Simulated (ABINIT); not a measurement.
**A GW chain in ABINIT: SrTiO3 (I4/mcm)**

Wanted: ground state, empty states, screening and self-energy for SrTiO3 (I4/mcm).

Calculated with ABINIT 10.8.3; PBE and many-body steps on it, plane waves.

Report form: the programs' logs are mostly left out.

## 1. The structure

Symmetry: I4/mcm, No. 140, tetragonal system. The conventional cell has a = 5.511 Å, b = 5.511 Å, c = 7.796 Å, α = 90.00°, β = 90.00°, γ = 90.00°. Nearest to Sr lie 12 O at 2.73 to 2.78 Å. Ti has 6 O at 1.95 Å nearest. Nearest to O lie 2 Ti at 1.95 Å and 4 Sr at 2.76 Å. O has 2 Ti at 1.95 Å and 4 Sr at 2.73 to 2.78 Å nearest. Farther neighbours and most contacts between anions are not listed.

The cell and positions come from the Crystallography Open Database and are kept as given unless a step says otherwise.

## 2. Ground state

This step: ABINIT 10.8.3; DFT, PBE, plane waves, norm-conserving pseudopotentials.

The ground-state density comes first.

Contents of run.abi:

```
acell 3*1.0 Angstrom
rprim 
  -2.755500000000 2.755500000000 3.898000000000
  2.755500000000 -2.755500000000 3.898000000000
  2.755500000000 2.755500000000 -3.898000000000
ntypat 3
znucl 38 22 8
natom 10
typat 1 1 2 2 3 3 3 3 3 3
xred 
  0.750000000000 0.250000000000 0.500000000000
  0.250000000000 0.750000000000 0.500000000000
  0.000000000000 0.000000000000 0.000000000000
  0.500000000000 0.500000000000 0.000000000000
  0.250000000000 0.250000000000 0.000000000000
  0.750000000000 0.750000000000 0.000000000000
  0.745100000000 0.245100000000 0.990200000000
  0.245100000000 0.254900000000 0.500000000000
  0.254900000000 0.754900000000 0.009800000000
  0.754900000000 0.745100000000 0.500000000000
pp_dirpath "pseudos"
pseudos "Sr.upf, Ti.upf, O.upf"
ecut 38
ngkpt 4 4 4
nshiftk 1
shiftk 0 0 0
kptopt 1
chksymbreak 0
nband 49
occopt 1
tolvrs 1e-08
nstep 60
prtwf 0
optforces 0
optstress 0
indata_prefix "in"
outdata_prefix "out"
tmpdata_prefix "tmp"
```

On the command line:

```console
$ OMP_NUM_THREADS=1 mpirun -n 4 abinit run.abi > log
```

It took 2.3 min on 4 MPI ranks of Arm Neoverse V1, shared host; peak memory 0.51 GiB; 9.1 min of CPU time.

Numbers from this step:

- total energy: -7811.8696 eV
- gap: 1.922 eV
- k of the valence top: 0, 0, 0
- k of the conduction bottom: 0, 0, 0
- least direct gap: 1.922 eV

The gap is direct, at Γ.

## 3. Empty states on the mesh, 4×4×4 mesh, 136 bands

The sums over transitions need many empty states on a uniform mesh; this step solves for them.

run.abi: that of step 2 with these lines changed.

```diff
@@ -28,9 +28,10 @@
 chksymbreak 0
-nband 49
-occopt 1
-tolvrs 1e-08
+iscf -2
+irdden 1
+istwfk *1
+nband 136
+nbdbuf 12
+tolwfr 1e-09
 nstep 60
-prtwf 0
-optforces 0
-optstress 0
+prtvol 0
 indata_prefix "in"
```

Wall time 3.3 min (4 MPI ranks); peak memory 0.62 GiB.

This step gave:

```
gap                                                           : 1.922 eV
k of the valence top                                          : 0, 0, 0
k of the conduction bottom                                    : 0, 0, 0
least direct gap                                              : 1.922 eV
k points computed                                             : 13
lowest point of the top converged band, above the valence top : 36.49 eV
```

On this mesh the gap is 1.922 eV.

## 4. Screening, 4×4×4 mesh, 124 bands, screening to 103.4 eV

The RPA dielectric matrix is built and inverted for each q.

This step: RPA screening on PBE, plane waves, norm-conserving pseudopotentials.

run.abi: that of step 3 with these lines changed.

```diff
@@ -28,10 +28,11 @@
 chksymbreak 0
-iscf -2
-irdden 1
 istwfk *1
-nband 136
-nbdbuf 12
-tolwfr 1e-09
-nstep 60
-prtvol 0
+occopt 1
+irdwfk 1
+optdriver 3
+nband 124
+ecuteps 3.8
+inclvkb 2
+awtr 1
+symchi 1
 indata_prefix "in"
```

Elapsed: 23 min, on 4 MPI ranks; peak memory 12 GiB; 1.6 h of CPU time.

This step gave:

```yaml
eps_infinity_with_local_fields_on_this_mesh_along_the_program_s_q_direction: 6.097
the_same_without_local_fields: 6.383
plasma_frequency: 30.52 eV
plane_waves_in_the_screening_matrix: 283
```

Local fields lower ε∞ by 4 %.

## 5. Self-energy, 4×4×4 mesh, 124 bands, screening to 103.4 eV

The self-energy is evaluated for the states that the input lists, and the levels follow from it, in one-shot runs by the linearised quasiparticle equation.

This step: G0W0 on PBE, plane waves, norm-conserving pseudopotentials.

run.abi: that of step 4 with these lines changed.

```diff
@@ -31,8 +31,15 @@
 irdwfk 1
-optdriver 3
+optdriver 4
 nband 124
+gwcalctyp 0
+ecutsigx 38
+symsigma 1
+nkptgw 1
+kptgw 
+  0.0000000000 0.0000000000 0.0000000000
+bdgw 
+  39 43
 ecuteps 3.8
-inclvkb 2
-awtr 1
-symchi 1
+irdscr 1
+ppmodel 1
 indata_prefix "in"
```

Run time: 24 s. Hardware: 4 MPI ranks; peak memory 5.4 GiB.

Numbers from this step:

```yaml
g0w0_gap_on_the_points_computed: 3.582 eV
starting_gap_on_the_mesh: 1.922 eV
k_of_the_valence_top: 0, 0, 0
k_of_the_conduction_bottom: 0, 0, 0
z_at_the_valence_top: 0.769
z_at_the_conduction_bottom: 0.783
least_direct_g0w0_gap_on_the_computed_points: 3.582 eV
```

The gap on the mesh goes from 1.92 eV to 3.58 eV, a correction of +1.66 eV.

Limits: finite bands, cutoff and mesh; no spin-orbit coupling. v1 is the top filled band, c1 the lowest empty one. The levels before and after the correction (eV, zero at the valence-band top of each column):

```
           conduction bottom  valence top
Kohn-Sham               1.92         0.00
     G0W0               3.58         0.00
```

```
             level  energy (eV)
Kohn-Sham  Γ v2-v1        0.000
Kohn-Sham  Γ c1-c3        1.922
     G0W0  Γ v2-v1        0.000
     G0W0  Γ c1-c3        3.582
```

## 6. Where the time went

Times are wall times on 4 MPI ranks of Arm Neoverse V1, shared host, good to a factor of about two.

```
                    step     time  share  memory (GiB)
            ground state  2.3 min    8 %          0.51
empty states on the mesh  3.3 min   11 %          0.62
               screening   23 min   80 %            12
             self-energy     24 s    1 %           5.4
```

## 7. Results

- PBE gap: 1.92 eV, direct
- G0W0 gap on the mesh: 3.58 eV
- GW settings: 4×4×4 mesh, 124 bands, screening to 103.4 eV, Godby-Needs plasmon pole
- known limits: not at the basis limit; no spin-orbit coupling

G0W0 moves the gap on the mesh from 1.92 eV to 3.58 eV (+1.66 eV), with Z of 0.77 and 0.78 at the edges. Local fields lower the RPA ε∞ on this mesh from 6.38 to 6.10. Only 1 of the mesh's irreducible points was corrected, so a valley elsewhere could overtake. The dearest step here is «screening». Bands and cutoff are finite, so the gap is not at the basis limit. The miss can reach some tenths of an eV and take either sign; the mesh is an error of its own. In the G0W0 run levels were corrected at 1 k point alone, so a gap called «on the mesh» is the least over those, and an edge elsewhere would be missed. The many-body steps are scalar-relativistic: spin-orbit coupling is not in them.

[Paths, hosts, dates, memory and timing lines, banners, echoed tables and standing remarks are left out of the program output.]

[Logs are printed without paths, hosts, clocks, repeated set-up lines and the standing remarks that a program may print on its own settings, such as how far it seeks lower states.]

[Runs of the session that timed out or met a known fault of the program may be left out.]

[Hosts, paths, dates, database ids (printed as entryN), source tags and the programs' standing remarks are cut or masked in the printed files.]

[G0W0 gaps are taken among the corrected bands and points alone; a level outside them can change the order at an edge.]

[Where Ansatz stands beside ABINIT at settings called matched, ABINIT's density can come from a denser mesh and the files from another edition; pairs whose starting gaps differed by over 0.03 eV were left out, so agreement reads better than it is.]
